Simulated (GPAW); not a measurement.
# Work function of Zr2COS MXene monolayer at several levels, part 2 of 3

Wanted: work functions and dipole of Zr2COS MXene monolayer, with the cost of each level.

GPAW 26.7.0; GPAW, PAW setups; layer in a repeated cell with vacuum, relaxation of atoms and in-plane cell (the session's first sound run).

So far, upper work function (eV): step 3 (the slab's potential, PBE, GPAW) 4.62; step 4 (LDA) 5.02.

## Step 5: OptPBE vdW: xc = "optPBE-vdW"

Level of this step: GPAW, PAW setups; slab in vacuum (GPAW).

The same geometry under optPBE-vdW, to see how far the functional moves the levels against the vacuum (the van der Waals functionals take revPBE setups).

File run.py:

```python
import json
import numpy as np
from ase import Atoms
from gpaw import GPAW, PW

slab = Atoms(
    ['S', 'Zr', 'C', 'Zr', 'O'],
    positions=[
        [-0.00000, 1.94408, 8.00000],
        [1.68362, 0.97204, 9.60718],
        [0.00000, -0.00000, 10.94108],
        [-0.00000, 1.94408, 12.34862],
        [1.68362, 0.97204, 13.22921]],
    cell=[[3.36724, 0.0, 0.0], [-1.68362, 2.91612, 0.0], [0.0, 0.0, 21.2292]],
    pbc=[True, True, False])

slab.calc = GPAW(mode=PW(500), xc='optPBE-vdW', kpts={'size': (12, 12, 1), 'gamma': True},
                 occupations={'name': 'fermi-dirac', 'width': 0.05}, nbands='160%',
                 convergence={'density': 1e-05}, maxiter=200,
                 poissonsolver={'dipolelayer': 'xy'},
                 symmetry={'tolerance': 1e-3}, txt='slab.txt')
result = {}
energy = slab.get_potential_energy()
fermi = slab.calc.get_fermi_level()
v = slab.calc.get_electrostatic_potential().mean((0, 1)) - fermi
n = slab.calc.get_pseudo_density().mean((0, 1))
L = slab.cell[2, 2]
z = np.arange(len(v)) * L / len(v)
low, high = slab.positions[:, 2].min(), slab.positions[:, 2].max()
below, above = np.interp([low - 5.8, high + 5.8], z, v)
slopes = [np.interp(x, z, np.gradient(v, z)) for x in (low - 5.8, high + 5.8)]
eps = np.array([[slab.calc.get_eigenvalues(k, s) for k in range(len(slab.calc.get_ibz_k_points()))]
                for s in range(slab.calc.get_number_of_spins())]) - fermi
top, bottom = eps[eps < 0].max(), eps[eps > 0].min()
dipole = slab.get_dipole_moment()[2]
print(f'energy {energy:.4f} eV, Fermi level {fermi:.4f} eV, dipole {dipole:.5f} e A')
print(f'potential 5.8 A off the faces, from the Fermi level: lower {below:.4f} eV, upper {above:.4f} eV')
print(f'slope of the potential there: lower {slopes[0]:.5f}, upper {slopes[1]:.5f} eV/A')
print(f'nearest levels on the mesh: {top:.4f} and {bottom:.4f} eV')
print('magnetic moment', round(slab.get_magnetic_moment(), 3))
result.update(energy=energy, fermi=fermi, dipole=dipole, below=below, above=above, slopes=slopes, edges=[top, bottom],
              z=z.tolist(), v=v.tolist(), n=n.tolist(), positions=slab.positions.tolist(),
              forces=slab.get_forces(apply_constraint=False).tolist(), moments=slab.get_magnetic_moments().tolist())
json.dump(result, open('result.json', 'w'))
```

Launch:

```sh
$ OMP_NUM_THREADS=1 OPENBLAS_NUM_THREADS=1 python run.py
```

What it wrote:

```text
energy -77.3430 eV, Fermi level -0.5195 eV, dipole 0.08217 e A
potential 5.8 A off the faces, from the Fermi level: lower 6.3457 eV, upper 4.8193 eV
slope of the potential there: lower -0.00104, upper -0.00056 eV/A
nearest levels on the mesh: -0.1517 and 0.0329 eV
magnetic moment 0.0
```

The job ended after 67 s (1 thread of AMD EPYC 7B13 (Zen 3), shared host; peak memory 0.46 GiB).

This step gave:

```yaml
dipole_along_the_normal: 0.08217 e·Å
levels_nearest_the_fermi_level_on_the_mesh: -0.1517, 0.03291 eV from the Fermi level
upper_work_function: 4.819 eV
lower_work_function: 6.346 eV
```

The electrostatic potential energy of an electron (without an applied field's), less the Fermi level, planar mean oscillates, so the rows of the table below give means over windows of 0.5 Å about each position, cut where the curve ends. Its maxima inside the range that stand out by 2 % of the span (Å: eV): 0.47: 6.35, 8.72: -4.75, 10.52: -5.37, 11.37: -4.76. Its minima: 8.06: -15.5, 9.57: -20.2, 10.90: -9.13, 12.32: -20.9.

Table of electrostatic potential energy of an electron (without an applied field's), less the Fermi level, planar mean by z; means over each step:

z (Å), electrostatic potential energy of an electron (without an applied field's), less the Fermi level, planar mean (eV) and a bar from the least value:
```
      0.0        5.9 #############################
      0.5        6.3 ##############################
      1.0        6.3 ##############################
      1.5        6.3 ##############################
      2.0        6.3 ##############################
      2.5        6.3 ##############################
      3.0        6.3 ##############################
      3.5        6.3 ##############################
      4.0        6.3 ##############################
      4.5        6.3 ##############################
      5.0        6.3 ##############################
      5.5        6.3 ##############################
      6.0        6.2 ##############################
      6.5        5.9 #############################
      7.0        4.1 ###########################
      7.5       -3.1 ###################
      8.0      -13.7 ######
      8.5       -6.9 ##############
      9.0       -8.6 ############
      9.5      -18.5 #
     10.0      -13.3 #######
     10.5       -6.2 ###############
     11.0       -8.0 #############
     11.5       -5.7 ################
     12.0      -14.8 #####
     12.5      -19.2 
     13.0      -13.5 #######
     13.5       -5.3 ################
     14.0        2.8 ##########################
     14.5        4.4 ############################
     15.0        4.7 ############################
     15.5        4.8 ############################
     16.0        4.8 ############################
     16.5        4.8 ############################
     17.0        4.8 ############################
     17.5        4.8 ############################
     18.0        4.8 ############################
     18.5        4.8 ############################
     19.0        4.8 ############################
     19.5        4.8 ############################
     20.0        4.8 ############################
     20.5        4.8 ############################
     21.0        5.0 ############################
```

The upper face's work function is 4.819 eV, against 4.616 eV in the first plane-wave PBE run at this geometry.

## Step 6: Self-consistent run: xc = "revPBE"

The same geometry under revPBE, to see how far the functional moves the levels against the vacuum.

Edit run.py of step 5 so:

```diff
@@ -16,3 +16,3 @@
 
-slab.calc = GPAW(mode=PW(500), xc='optPBE-vdW', kpts={'size': (12, 12, 1), 'gamma': True},
+slab.calc = GPAW(mode=PW(500), xc='revPBE', kpts={'size': (12, 12, 1), 'gamma': True},
                  occupations={'name': 'fermi-dirac', 'width': 0.05}, nbands='160%',
```

What it wrote:

```text
energy -39.7370 eV, Fermi level -0.2810 eV, dipole 0.08578 e A
potential 5.8 A off the faces, from the Fermi level: lower 6.0556 eV, upper 4.4628 eV
slope of the potential there: lower -0.00101, upper -0.00055 eV/A
nearest levels on the mesh: -0.1277 and 0.0266 eV
magnetic moment 0.0
```

Run time: 55 s. Hardware: 1 thread; peak memory 0.27 GiB.

Numbers from this step:

| Quantity | Value |
| --- | --- |
| dipole along the normal | 0.08578 e·Å |
| levels nearest the Fermi level on the mesh | -0.1277, 0.02660 eV from the Fermi level |
| upper work function | 4.463 eV |
| lower work function | 6.056 eV |

The upper face's work function is 4.463 eV, against 4.616 eV in the first plane-wave PBE run at this geometry.

## Step 7: Self-consistent run: xc = "vdW-DF2"

The same geometry under vdW-DF2, to see how far the functional moves the levels against the vacuum (the van der Waals functionals take revPBE setups).

Edit run.py of step 6 so:

```diff
@@ -16,3 +16,3 @@
 
-slab.calc = GPAW(mode=PW(500), xc='revPBE', kpts={'size': (12, 12, 1), 'gamma': True},
+slab.calc = GPAW(mode=PW(500), xc='vdW-DF2', kpts={'size': (12, 12, 1), 'gamma': True},
                  occupations={'name': 'fermi-dirac', 'width': 0.05}, nbands='160%',
```

What it wrote:

```text
energy -243.1643 eV, Fermi level -0.5617 eV, dipole 0.07976 e A
potential 5.8 A off the faces, from the Fermi level: lower 6.4615 eV, upper 4.9798 eV
slope of the potential there: lower -0.00102, upper -0.00052 eV/A
nearest levels on the mesh: -0.2117 and 0.0463 eV
magnetic moment 0.0
```

The job ended after 69 s (1 thread; peak memory 0.46 GiB).

This step gave:

| Item | Value |
| --- | --- |
| dipole along the normal | 0.07976 e·Å |
| levels nearest the Fermi level on the mesh | -0.2117, 0.04632 eV from the Fermi level |
| upper work function | 4.980 eV |
| lower work function | 6.461 eV |

The upper face's work function is 4.980 eV, against 4.616 eV in the first plane-wave PBE run at this geometry.

## Step 8: Self-consistent run: xc = "RPBE"

The same geometry under RPBE, to see how far the functional moves the levels against the vacuum.

Edit run.py of step 7 so:

```diff
@@ -16,3 +16,3 @@
 
-slab.calc = GPAW(mode=PW(500), xc='vdW-DF2', kpts={'size': (12, 12, 1), 'gamma': True},
+slab.calc = GPAW(mode=PW(500), xc='RPBE', kpts={'size': (12, 12, 1), 'gamma': True},
                  occupations={'name': 'fermi-dirac', 'width': 0.05}, nbands='160%',
```

What it wrote:

```text
energy -39.4443 eV, Fermi level -0.2665 eV, dipole 0.08658 e A
potential 5.8 A off the faces, from the Fermi level: lower 6.0570 eV, upper 4.4496 eV
slope of the potential there: lower -0.00101, upper -0.00055 eV/A
nearest levels on the mesh: -0.1320 and 0.0277 eV
magnetic moment 0.0
```

Wall time 55 s (1 thread); peak memory 0.28 GiB.

Numbers from this step:

| Property | Result |
| --- | --- |
| dipole along the normal | 0.08658 e·Å |
| levels nearest the Fermi level on the mesh | -0.1320, 0.02769 eV from the Fermi level |
| upper work function | 4.450 eV |
| lower work function | 6.057 eV |

The electrostatic potential energy of an electron (without an applied field's), less the Fermi level, planar mean oscillates, so the rows of the table below give means over windows of 0.5 Å about each position, cut where the curve ends. Its maxima inside the range that stand out by 2 % of the span (Å: eV): 0.47: 6.06, 8.72: -4.81, 10.52: -5.46, 11.37: -4.84. Its minima: 8.06: -15.6, 9.57: -20.2, 10.90: -9.24, 12.32: -21.0.

Table of electrostatic potential energy of an electron (without an applied field's), less the Fermi level, planar mean by z; means over each step:

z (Å), electrostatic potential energy of an electron (without an applied field's), less the Fermi level, planar mean (eV) and a bar from the least value:
```
      0.0        5.5 #############################
      0.5        6.0 ##############################
      1.0        6.1 ##############################
      1.5        6.1 ##############################
      2.0        6.1 ##############################
      2.5        6.1 ##############################
      3.0        6.1 ##############################
      3.5        6.1 ##############################
      4.0        6.1 ##############################
      4.5        6.1 ##############################
      5.0        6.1 ##############################
      5.5        6.0 ##############################
      6.0        6.0 ##############################
      6.5        5.6 #############################
      7.0        4.0 ############################
      7.5       -3.2 ###################
      8.0      -13.8 ######
      8.5       -6.9 ###############
      9.0       -8.7 #############
      9.5      -18.5 #
     10.0      -13.3 #######
     10.5       -6.3 ###############
     11.0       -8.1 #############
     11.5       -5.8 ################
     12.0      -14.9 #####
     12.5      -19.3 
     13.0      -13.7 #######
     13.5       -5.5 ################
     14.0        2.5 ##########################
     14.5        4.1 ############################
     15.0        4.4 ############################
     15.5        4.4 ############################
     16.0        4.4 ############################
     16.5        4.4 ############################
     17.0        4.4 ############################
     17.5        4.4 ############################
     18.0        4.4 ############################
     18.5        4.4 ############################
     19.0        4.4 ############################
     19.5        4.4 ############################
     20.0        4.4 ############################
     20.5        4.4 ############################
     21.0        4.7 ############################
```

The upper face's work function is 4.450 eV, against 4.616 eV in the first plane-wave PBE run at this geometry.

## Step 9: Real-space grid: mode = "fd"

A real-space grid is a second complete basis, so it checks the plane-wave result.

Edit run.py of step 8 so:

```diff
@@ -3,3 +3,3 @@
 from ase import Atoms
-from gpaw import GPAW, PW
+from gpaw import GPAW
 
@@ -16,3 +16,3 @@
 
-slab.calc = GPAW(mode=PW(500), xc='RPBE', kpts={'size': (12, 12, 1), 'gamma': True},
+slab.calc = GPAW(mode='fd', h=0.18, xc='PBE', kpts={'size': (12, 12, 1), 'gamma': True},
                  occupations={'name': 'fermi-dirac', 'width': 0.05}, nbands='160%',
```

What it wrote:

```text
energy -41.9852 eV, Fermi level -5.3812 eV, dipole 0.08244 e A
potential 5.8 A off the faces, from the Fermi level: lower 6.1408 eV, upper 4.6216 eV
slope of the potential there: lower -0.00000, upper -0.00000 eV/A
nearest levels on the mesh: -0.1192 and 0.0253 eV
magnetic moment 0.0
```

The job ended after 2.5 min (1 thread; peak memory 0.62 GiB).

Numbers from this step:

| Property | Result |
| --- | --- |
| dipole along the normal | 0.08244 e·Å |
| levels nearest the Fermi level on the mesh | -0.1192, 0.02530 eV from the Fermi level |
| upper work function | 4.622 eV |
| lower work function | 6.141 eV |

The electrostatic potential energy of an electron (without an applied field's), less the Fermi level, planar mean oscillates, so the rows of the table below give means over windows of 0.5 Å about each position, cut where the curve ends. Its maxima inside the range that stand out by 2 % of the span (Å: eV): 1.92: 6.14, 8.69: -4.69, 10.52: -5.35, 11.44: -4.68. Its minima: 8.05: -15.5, 9.61: -20.2, 10.98: -9.08, 12.35: -21.0.

Electrostatic potential energy of an electron (without an applied field's), less the Fermi level, planar mean against z; means over each step:

| z (Å) | electrostatic potential energy of an electron (without an applied field's), less the Fermi level, planar mean (eV) |
| --- | --- |
| 0.0 | 6.00 |
| 0.5 | 6.14 |
| 1.0 | 6.14 |
| 1.5 | 6.14 |
| 2.0 | 6.14 |
| 2.5 | 6.14 |
| 3.0 | 6.14 |
| 3.5 | 6.14 |
| 4.0 | 6.14 |
| 4.5 | 6.14 |
| 5.0 | 6.14 |
| 5.5 | 6.12 |
| 6.0 | 6.06 |
| 6.5 | 5.72 |
| 7.0 | 4.05 |
| 7.5 | -3.14 |
| 8.0 | -13.7 |
| 8.5 | -6.86 |
| 9.0 | -8.55 |
| 9.5 | -18.4 |
| 10.0 | -13.3 |
| 10.5 | -6.14 |
| 11.0 | -7.97 |
| 11.5 | -5.73 |
| 12.0 | -14.7 |
| 12.5 | -19.2 |
| 13.0 | -13.5 |
| 13.5 | -5.34 |
| 14.0 | 2.65 |
| 14.5 | 4.26 |
| 15.0 | 4.55 |
| 15.5 | 4.61 |
| 16.0 | 4.62 |
| 16.5 | 4.62 |
| 17.0 | 4.62 |
| 17.5 | 4.62 |
| 18.0 | 4.62 |
| 18.5 | 4.62 |
| 19.0 | 4.62 |
| 19.5 | 4.62 |
| 20.0 | 4.62 |
| 20.5 | 4.62 |
| 21.0 | 4.62 |

The upper face's work function is 4.622 eV, against 4.616 eV in the first plane-wave PBE run at this geometry.

## Step 10: Atomic orbitals: mode = "lcao"

Atom-centred orbitals end a few angstrom from the surface, which tests how much the density's tail matters.

Edit run.py of step 9 so:

```diff
@@ -16,4 +16,4 @@
 
-slab.calc = GPAW(mode='fd', h=0.18, xc='PBE', kpts={'size': (12, 12, 1), 'gamma': True},
-                 occupations={'name': 'fermi-dirac', 'width': 0.05}, nbands='160%',
+slab.calc = GPAW(mode='lcao', basis='dzp', h=0.18, xc='PBE', kpts={'size': (12, 12, 1), 'gamma': True},
+                 occupations={'name': 'fermi-dirac', 'width': 0.05}, nbands='120%',
                  convergence={'density': 1e-05}, maxiter=200,
```

What it wrote:

```text
energy -40.0549 eV, Fermi level -5.4961 eV, dipole 0.07032 e A
potential 5.8 A off the faces, from the Fermi level: lower 6.1441 eV, upper 4.8481 eV
slope of the potential there: lower -0.00000, upper -0.00000 eV/A
nearest levels on the mesh: -0.0976 and 0.0205 eV
magnetic moment 0.0
```

Wall time 6.3 min (1 thread); peak memory 0.32 GiB.

This step gave:

- dipole along the normal: 0.07032 e·Å
- levels nearest the Fermi level on the mesh: -0.09760, 0.02053 eV from the Fermi level
- upper work function: 4.848 eV
- lower work function: 6.144 eV

(Continued in part 3 of 3.)

[Logs are printed without paths, hosts, clocks, repeated set-up lines and the standing remarks that a program may print on its own settings, such as how far it seeks lower states.]

[Hosts, paths, dates, database ids (printed as entryN), source tags and the programs' standing remarks are cut or masked in the printed files.]
